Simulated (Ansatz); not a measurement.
# Localised basis functions on amorphous carbon (79 atoms), part 2 of 3

Wanted: errors and times of a linear-scaling basis for amorphous carbon (79 atoms). A setting counts as converged where the r.m.s. difference of forces stays under 1 % of the r.m.s. force.

Ansatz 0.2.0; Kohn-Sham DFT, PBE, PAW (set soft_2), plane waves.

The cell: 79 C. The quench rate of 500 K/ps is many orders above laboratory rates. The network of bonds at the start is that of the classical potential that made the cell.

So far. Step 3 (Support functions medium): Forces differ from the reference by 1.2 meV/Å r.m.s., 0.066 % of their size, well within a tolerance of 1 %; the energy by -3.5 meV/atom. It took 69 s and 24 cycles; the reference's time can't be set against it, since the two runs asked for unlike analyses. Step 4 (Support functions low): Forces differ from the reference by 1.2 meV/Å r.m.s., 0.068 % of their size, well within a tolerance of 1 %; the energy by -3.5 meV/atom.

### 5. Support functions high

The cell is solved in localised support functions. The level high gives here a grid of 60×60×60 points and a radius of 4.14 Å.

This step: Kohn-Sham DFT, PBE, PAW (set soft_2), localised support functions (high) (Ansatz 0.2.0).

input.yaml

```yaml
crystal:
  lattice:
    - [9.529, 0.0, 0.0]
    - [0.0, 9.529, 0.0]
    - [0.0, 0.0, 9.529]
  atoms:
    [... the 79 atom lines of step 2 ...]
kpoints:
  mp_grid: { grid: [2, 2, 2] }
hamiltonian:
  xc: pbe
scf:
  occupations: { method: fermi_dirac, width: 0.025 }
  eigensolver: { kind: { support_functions: { accuracy: high } } }
  max_iter: 150
output:
  forces: true
  eigenvalues: true
```

Command:

```bash
ansatz run input.yaml --threads 4 --pin off --max-ram 8192MiB --backend cpu --events-out ev --progress --plain --runs-dir out
```

Output:

```text
[...]
Crystal: 79 atoms, lattice volume = 865.251 Å³
Basis set: ecut = 420 eV, 16879 PW (Γ), exchange–correlation on 150×150×150 points (8 copies of the dense FFT grid, shifted against one another)
Bands: 190, of which v1, the nominal top of the filled ones, is band 158 counted from 1 (157 counted from 0)
Symmetry: 1 space group operations
k-points: 8
[...]
Eigensolver: Support functions (high, 60×60×60 points, laid for a spacing of at most 0.176269 Å, radius 4.140873 Å, 2 sites without an atom, 1 species' potentials softened for the grid, 1 wholly corrected for its errors in the mean over positions, 1 with the egg-box correction, energy correction by stochastic trace)
[...]
SCF iter   1: F=—  HF=-19743.537487 eV  |F-HF|=—  |Δ(HF+E_count)|=         —  Δρ=8.87e-2  dr2=7.94e1  ethr=1.00e-1
[...]
SCF iter  33: F=—  HF=-19739.882070 eV  |F-HF|=—  |Δ(HF+E_count)|=   2.27e-5  Δρ=3.78e-7  dr2=3.36e-9  ethr=3.22e-12  κ⁻¹=4.7e-3(r=7)
SCF iter  34: F=-19739.882091 eV  HF=-19739.882091 eV  |F-HF|=1.38e-9  |Δ(HF+E_count)|=   2.14e-5  Δρ=2.76e-7  dr2=2.18e-9  ethr=1.06e-12
SCF 1 converged in 34 iterations: F = -19739.883071 eV  dr2 = 2.18e-9
[...]
SCF converged after 34 iterations
[...]
Free energy (F): -19739.883071 eV
[...]
Internal energy: -19739.819729 eV  (E = F + TS)
E sigma→0 (E₀):  -19739.851400 eV
Entropy (-TS):   -0.063342 eV (-0.802 meV/atom)
Fermi energy:    4.539884 eV
[...]
Σ components = -19739.883071   (vs F -19739.883071, Δ=0.00e0)
--- Forces (eV/Å), atoms counted from 1 ---
  atom   1  C      1.38429002    -2.21568122     0.72377628
  atom   2  C      1.49772984    -3.37383680     4.28307554
  atom   3  C      1.58537939    -2.95979809    -3.34364076
  atom   4  C      0.02030901    -3.34409001     0.72980881
[...]
atom  79  C     -1.33096427     0.06032679    -0.09908420
  max |Σ_I F_I| component: 1.51e-4 eV/Å
--- Band table (eV; the first three rows and the last of 8) ---
[...]
```

Run time: 2.9 min. Hardware: 4 threads of AMD EPYC 9R45, shared host; peak memory 4.5 GiB; 11 min of CPU time.

Keys that differ from the reference: support_functions.accuracy = "high" and scf.max_iter = 150.

Forces differ from the reference by 0.95 meV/Å r.m.s., 0.054 % of their size, well within a tolerance of 1 %; the energy by -3.5 meV/atom. It took 2.9 min and 34 cycles; the reference's time can't be set against it, since the two runs asked for unlike analyses.

### 6. Support functions medium, radius 3.36 Å

The radius confines each support function; a larger one gives more freedom and more work per atom.

This step: Kohn-Sham DFT, PBE, PAW (set soft_2), localised support functions (medium) (Ansatz 0.2.0).

input.yaml, the sections that differ from step 5:

```yaml
scf:
  occupations: { method: fermi_dirac, width: 0.025 }
  eigensolver: { kind: { support_functions: { accuracy: medium, radius: 3.36 } } }
  max_iter: 150
# crystal, kpoints, hamiltonian, output: as in step 5
```

Output:

```text
[...]
Crystal: 79 atoms, lattice volume = 865.251 Å³
Basis set: ecut = 420 eV, 16879 PW (Γ), exchange–correlation on 128×128×128 points (8 copies of the dense FFT grid, shifted against one another)
Bands: 190, of which v1, the nominal top of the filled ones, is band 158 counted from 1 (157 counted from 0)
Symmetry: 1 space group operations
k-points: 8
[...]
SCF iter   1: F=—  HF=-19741.687454 eV  |F-HF|=—  |Δ(HF+E_count)|=         —  Δρ=8.76e-2  dr2=7.71e1  ethr=1.00e-1
[...]
SCF iter  23: F=—  HF=-19739.873135 eV  |F-HF|=—  |Δ(HF+E_count)|=   2.31e-4  Δρ=1.10e-5  dr2=3.32e-6  ethr=2.18e-9  κ⁻¹=2.7e-3(r=7)
SCF iter  24: F=-19739.873135 eV  HF=-19739.873136 eV  |F-HF|=7.14e-7  |Δ(HF+E_count)|=   6.39e-7  Δρ=7.68e-6  dr2=1.40e-6  ethr=1.05e-9
SCF 1 converged in 24 iterations: F = -19739.880739 eV  dr2 = 1.40e-6
[...]
SCF converged after 24 iterations
[...]
Free energy (F): -19739.880739 eV
[...]
Internal energy: -19739.817432 eV  (E = F + TS)
E sigma→0 (E₀):  -19739.849085 eV
Entropy (-TS):   -0.063307 eV (-0.801 meV/atom)
Fermi energy:    4.540024 eV
[...]
Σ components = -19739.880739   (vs F -19739.880739, Δ=0.00e0)
--- Forces (eV/Å), atoms counted from 1 ---
  atom   1  C      1.38412075    -2.21486987     0.72384556
  atom   2  C      1.49764083    -3.37390642     4.28281251
  atom   3  C      1.58511411    -2.95975604    -3.34357633
  atom   4  C      0.02043386    -3.34414911     0.72995329
[...]
atom  79  C     -1.33133084     0.06026849    -0.09872320
  max |Σ_I F_I| component: 4.51e-4 eV/Å
--- Band table (eV; the first three rows and the last of 8) ---
[...]
```

It took 57 s on 4 threads; peak memory 2.1 GiB.

Keys that differ from the reference: support_functions.accuracy = "medium", support_functions.radius = 3.36 and scf.max_iter = 150.

Forces differ from the reference by 1.2 meV/Å r.m.s., 0.067 % of their size, well within a tolerance of 1 %; the energy by -3.5 meV/atom. It took 57 s and 24 cycles; the reference's time can't be set against it, since the two runs asked for unlike analyses.

### 7. Support functions medium, radius 3.63 Å

The radius confines each support function; a larger one gives more freedom and more work per atom.

input.yaml, the sections that differ from step 6:

```yaml
scf:
  occupations: { method: fermi_dirac, width: 0.025 }
  eigensolver: { kind: { support_functions: { accuracy: medium, radius: 3.63 } } }
  max_iter: 150
# crystal, kpoints, hamiltonian, output: as in step 6
```

Output:

```text
[...]
Crystal: 79 atoms, lattice volume = 865.251 Å³
Basis set: ecut = 420 eV, 16879 PW (Γ), exchange–correlation on 128×128×128 points (8 copies of the dense FFT grid, shifted against one another)
Bands: 190, of which v1, the nominal top of the filled ones, is band 158 counted from 1 (157 counted from 0)
Symmetry: 1 space group operations
k-points: 8
[...]
SCF iter   1: F=—  HF=-19742.842857 eV  |F-HF|=—  |Δ(HF+E_count)|=         —  Δρ=8.83e-2  dr2=7.84e1  ethr=1.00e-1
[...]
SCF iter  24: F=—  HF=-19739.876767 eV  |F-HF|=—  |Δ(HF+E_count)|=   7.05e-7  Δρ=8.19e-6  dr2=1.83e-6  ethr=9.16e-10  κ⁻¹=6.4e-3(r=7)
SCF iter  25: F=-19739.876766 eV  HF=-19739.876766 eV  |F-HF|=2.00e-7  |Δ(HF+E_count)|=   2.52e-7  Δρ=5.64e-6  dr2=7.95e-7  ethr=5.78e-10
SCF 1 converged in 25 iterations: F = -19739.880779 eV  dr2 = 7.95e-7
[...]
SCF converged after 25 iterations
[...]
Free energy (F): -19739.880779 eV
[...]
Internal energy: -19739.817457 eV  (E = F + TS)
E sigma→0 (E₀):  -19739.849118 eV
Entropy (-TS):   -0.063323 eV (-0.802 meV/atom)
Fermi energy:    4.539943 eV
[...]
Σ components = -19739.880779   (vs F -19739.880779, Δ=0.00e0)
--- Forces (eV/Å), atoms counted from 1 ---
  atom   1  C      1.38410558    -2.21481326     0.72384133
  atom   2  C      1.49780350    -3.37375489     4.28270689
  atom   3  C      1.58521873    -2.95975263    -3.34349635
  atom   4  C      0.02045513    -3.34401342     0.72999390
[...]
atom  79  C     -1.33132446     0.06024643    -0.09869329
  max |Σ_I F_I| component: 1.20e-3 eV/Å
--- Band table (eV; the first three rows and the last of 8) ---
[...]
```

Elapsed: 64 s, on 4 threads; peak memory 2.4 GiB; 3.8 min of CPU time.

Keys that differ from the reference: support_functions.accuracy = "medium", support_functions.radius = 3.63 and scf.max_iter = 150.

Forces differ from the reference by 1.2 meV/Å r.m.s., 0.067 % of their size, well within a tolerance of 1 %; the energy by -3.5 meV/atom. It took 64 s and 25 cycles; the reference's time can't be set against it, since the two runs asked for unlike analyses.

### 8. Support functions medium, radius 3.88 Å

The radius confines each support function; a larger one gives more freedom and more work per atom.

input.yaml, the sections that differ from step 7:

```yaml
scf:
  occupations: { method: fermi_dirac, width: 0.025 }
  eigensolver: { kind: { support_functions: { accuracy: medium, radius: 3.88 } } }
  max_iter: 150
# crystal, kpoints, hamiltonian, output: as in step 7
```

Output:

```text
[...]
Crystal: 79 atoms, lattice volume = 865.251 Å³
Basis set: ecut = 420 eV, 16879 PW (Γ), exchange–correlation on 128×128×128 points (8 copies of the dense FFT grid, shifted against one another)
Bands: 190, of which v1, the nominal top of the filled ones, is band 158 counted from 1 (157 counted from 0)
Symmetry: 1 space group operations
k-points: 8
[...]
SCF iter   1: F=—  HF=-19743.553980 eV  |F-HF|=—  |Δ(HF+E_count)|=         —  Δρ=8.85e-2  dr2=7.88e1  ethr=1.00e-1
[...]
SCF iter  24: F=—  HF=-19739.878742 eV  |F-HF|=—  |Δ(HF+E_count)|=   7.42e-7  Δρ=8.73e-6  dr2=1.78e-6  ethr=1.26e-9  κ⁻¹=6.3e-3(r=7)
SCF iter  25: F=-19739.878741 eV  HF=-19739.878742 eV  |F-HF|=3.38e-7  |Δ(HF+E_count)|=   3.43e-7  Δρ=5.95e-6  dr2=9.84e-7  ethr=5.63e-10
SCF 1 converged in 25 iterations: F = -19739.880764 eV  dr2 = 9.84e-7
[...]
SCF converged after 25 iterations
[...]
Free energy (F): -19739.880764 eV
[...]
Internal energy: -19739.817431 eV  (E = F + TS)
E sigma→0 (E₀):  -19739.849097 eV
Entropy (-TS):   -0.063333 eV (-0.802 meV/atom)
Fermi energy:    4.539875 eV
[...]
Σ components = -19739.880764   (vs F -19739.880764, Δ=0.00e0)
--- Forces (eV/Å), atoms counted from 1 ---
  atom   1  C      1.38417107    -2.21494776     0.72384803
  atom   2  C      1.49778268    -3.37363101     4.28248433
  atom   3  C      1.58529787    -2.95980231    -3.34342683
  atom   4  C      0.02047754    -3.34401930     0.72986629
[...]
atom  79  C     -1.33107667     0.06029649    -0.09871677
  max |Σ_I F_I| component: 6.21e-4 eV/Å
--- Band table (eV; the first three rows and the last of 8) ---
[...]
```

Run time: 74 s. Hardware: 4 threads; peak memory 2.7 GiB; 4.5 min of CPU time.

Keys that differ from the reference: support_functions.accuracy = "medium", support_functions.radius = 3.88 and scf.max_iter = 150.

Forces differ from the reference by 1.2 meV/Å r.m.s., 0.066 % of their size, well within a tolerance of 1 %; the energy by -3.5 meV/atom. It took 74 s and 25 cycles; the reference's time can't be set against it, since the two runs asked for unlike analyses.

### 9. Support functions medium, radius 4.15 Å

The radius confines each support function; a larger one gives more freedom and more work per atom.

input.yaml, the sections that differ from step 8:

```yaml
scf:
  occupations: { method: fermi_dirac, width: 0.025 }
  eigensolver: { kind: { support_functions: { accuracy: medium, radius: 4.15 } } }
  max_iter: 150
# crystal, kpoints, hamiltonian, output: as in step 8
```

Output:

```text
[...]
Crystal: 79 atoms, lattice volume = 865.251 Å³
Basis set: ecut = 420 eV, 16879 PW (Γ), exchange–correlation on 128×128×128 points (8 copies of the dense FFT grid, shifted against one another)
Bands: 190, of which v1, the nominal top of the filled ones, is band 158 counted from 1 (157 counted from 0)
Symmetry: 1 space group operations
k-points: 8
[...]
SCF iter   1: F=—  HF=-19743.804969 eV  |F-HF|=—  |Δ(HF+E_count)|=         —  Δρ=8.86e-2  dr2=7.91e1  ethr=1.00e-1
[...]
SCF iter  24: F=—  HF=-19739.879658 eV  |F-HF|=—  |Δ(HF+E_count)|=   7.14e-7  Δρ=9.28e-6  dr2=1.94e-6  ethr=1.44e-9  κ⁻¹=6.6e-3(r=7)
SCF iter  25: F=-19739.879657 eV  HF=-19739.879658 eV  |F-HF|=3.98e-7  |Δ(HF+E_count)|=   3.76e-7  Δρ=6.21e-6  dr2=1.09e-6  ethr=6.15e-10
SCF 1 converged in 25 iterations: F = -19739.880753 eV  dr2 = 1.09e-6
[...]
SCF converged after 25 iterations
[...]
Free energy (F): -19739.880753 eV
[...]
Internal energy: -19739.817414 eV  (E = F + TS)
E sigma→0 (E₀):  -19739.849083 eV
Entropy (-TS):   -0.063339 eV (-0.802 meV/atom)
Fermi energy:    4.539849 eV
[...]
Σ components = -19739.880753   (vs F -19739.880753, Δ=0.00e0)
--- Forces (eV/Å), atoms counted from 1 ---
  atom   1  C      1.38420087    -2.21493260     0.72386008
  atom   2  C      1.49779626    -3.37363346     4.28250804
  atom   3  C      1.58527529    -2.95978082    -3.34340607
  atom   4  C      0.02046558    -3.34402978     0.72991658
[...]
atom  79  C     -1.33105158     0.06029789    -0.09875042
  max |Σ_I F_I| component: 7.40e-4 eV/Å
--- Band table (eV; the first three rows and the last of 8) ---
[...]
```

Wall time 86 s (4 threads); peak memory 3 GiB; 5.3 min of CPU time.

Keys that differ from the reference: support_functions.accuracy = "medium", support_functions.radius = 4.15 and scf.max_iter = 150.

Forces differ from the reference by 1.1 meV/Å r.m.s., 0.065 % of their size, well within a tolerance of 1 %; the energy by -3.5 meV/atom. It took 86 s and 25 cycles; the reference's time can't be set against it, since the two runs asked for unlike analyses.

### 10. Support functions medium, radius 4.67 Å

The radius confines each support function; a larger one gives more freedom and more work per atom.

input.yaml, the sections that differ from step 9:

```yaml
scf:
  occupations: { method: fermi_dirac, width: 0.025 }
  eigensolver: { kind: { support_functions: { accuracy: medium, radius: 4.67 } } }
  max_iter: 150
# crystal, kpoints, hamiltonian, output: as in step 9
```

Output:

```text
[...]
Crystal: 79 atoms, lattice volume = 865.251 Å³
Basis set: ecut = 420 eV, 16879 PW (Γ), exchange–correlation on 128×128×128 points (8 copies of the dense FFT grid, shifted against one another)
Bands: 190, of which v1, the nominal top of the filled ones, is band 158 counted from 1 (157 counted from 0)
Symmetry: 1 space group operations
k-points: 8
[...]
SCF iter   1: F=—  HF=-19743.864700 eV  |F-HF|=—  |Δ(HF+E_count)|=         —  Δρ=8.87e-2  dr2=7.93e1  ethr=1.00e-1
[...]
SCF iter  24: F=—  HF=-19739.880334 eV  |F-HF|=—  |Δ(HF+E_count)|=   6.87e-7  Δρ=1.07e-5  dr2=3.18e-6  ethr=1.55e-9  κ⁻¹=8.1e-3(r=7)
SCF iter  25: F=-19739.880333 eV  HF=-19739.880333 eV  |F-HF|=4.45e-7  |Δ(HF+E_count)|=   3.49e-7  Δρ=6.76e-6  dr2=1.28e-6  ethr=1.01e-9
SCF 1 converged in 25 iterations: F = -19739.880751 eV  dr2 = 1.28e-6
[...]
SCF converged after 25 iterations
[...]
Free energy (F): -19739.880751 eV
[...]
Internal energy: -19739.817405 eV  (E = F + TS)
E sigma→0 (E₀):  -19739.849078 eV
Entropy (-TS):   -0.063345 eV (-0.802 meV/atom)
Fermi energy:    4.539827 eV
[...]
Σ components = -19739.880751   (vs F -19739.880751, Δ=0.00e0)
--- Forces (eV/Å), atoms counted from 1 ---
  atom   1  C      1.38405795    -2.21491839     0.72384287
  atom   2  C      1.49782100    -3.37369238     4.28256804
  atom   3  C      1.58524430    -2.95976658    -3.34337114
  atom   4  C      0.02049401    -3.34402253     0.72989881
[...]
atom  79  C     -1.33124707     0.06029080    -0.09868060
  max |Σ_I F_I| component: 6.55e-4 eV/Å
--- Band table (eV; the first three rows and the last of 8) ---
[...]
```

It took 2 min on 4 threads; peak memory 3.8 GiB.

Keys that differ from the reference: support_functions.accuracy = "medium", support_functions.radius = 4.67 and scf.max_iter = 150.

Forces differ from the reference by 1.1 meV/Å r.m.s., 0.065 % of their size, well within a tolerance of 1 %; the energy by -3.5 meV/atom. It took 2 min and 25 cycles; the reference's time can't be set against it, since the two runs asked for unlike analyses.

### 11. Support functions medium, radius 5.19 Å

The radius confines each support function; a larger one gives more freedom and more work per atom.

input.yaml, the sections that differ from step 10:

```yaml
scf:
  occupations: { method: fermi_dirac, width: 0.025 }
  eigensolver: { kind: { support_functions: { accuracy: medium, radius: 5.19 } } }
  max_iter: 150
# crystal, kpoints, hamiltonian, output: as in step 10
```

Output:

```text
[...]
Crystal: 79 atoms, lattice volume = 865.251 Å³
Basis set: ecut = 420 eV, 16879 PW (Γ), exchange–correlation on 128×128×128 points (8 copies of the dense FFT grid, shifted against one another)
Bands: 190, of which v1, the nominal top of the filled ones, is band 158 counted from 1 (157 counted from 0)
Symmetry: 1 space group operations
k-points: 8
[...]
SCF iter   1: F=—  HF=-19743.855245 eV  |F-HF|=—  |Δ(HF+E_count)|=         —  Δρ=8.87e-2  dr2=7.92e1  ethr=1.00e-1
[...]
SCF iter  24: F=—  HF=-19739.880567 eV  |F-HF|=—  |Δ(HF+E_count)|=   4.80e-7  Δρ=1.04e-5  dr2=3.03e-6  ethr=1.64e-9  κ⁻¹=7.9e-3(r=7)
SCF iter  25: F=-19739.880566 eV  HF=-19739.880567 eV  |F-HF|=5.95e-7  |Δ(HF+E_count)|=   2.43e-7  Δρ=6.95e-6  dr2=1.52e-6  ethr=9.59e-10
SCF 1 converged in 25 iterations: F = -19739.880753 eV  dr2 = 1.52e-6
[...]
SCF converged after 25 iterations
[...]
Free energy (F): -19739.880753 eV
[...]
Internal energy: -19739.817407 eV  (E = F + TS)
E sigma→0 (E₀):  -19739.849080 eV
Entropy (-TS):   -0.063346 eV (-0.802 meV/atom)
Fermi energy:    4.539818 eV
[...]
Σ components = -19739.880753   (vs F -19739.880753, Δ=0.00e0)
--- Forces (eV/Å), atoms counted from 1 ---
  atom   1  C      1.38406026    -2.21492003     0.72385431
  atom   2  C      1.49780822    -3.37364364     4.28251134
  atom   3  C      1.58527135    -2.95978338    -3.34336816
  atom   4  C      0.02049251    -3.34402042     0.72989597
[...]
atom  79  C     -1.33116257     0.06027677    -0.09872146
  max |Σ_I F_I| component: 5.73e-4 eV/Å
--- Band table (eV; the first three rows and the last of 8) ---
[...]
```

Wall time 2.9 min (4 threads); peak memory 4.8 GiB.

Keys that differ from the reference: support_functions.accuracy = "medium", support_functions.radius = 5.19 and scf.max_iter = 150.

Forces differ from the reference by 1.1 meV/Å r.m.s., 0.065 % of their size, well within a tolerance of 1 %; the energy by -3.5 meV/atom. It took 2.9 min and 25 cycles; the reference's time can't be set against it, since the two runs asked for unlike analyses.

(Part 2 of 3 ends here.)

[Logs are printed without paths, hosts, clocks, repeated set-up lines and the standing remarks that a program may print on its own settings, such as how far it seeks lower states.]

[Hosts, paths, dates, database ids (printed as entryN), source tags and the programs' standing remarks are cut or masked in the printed files.]
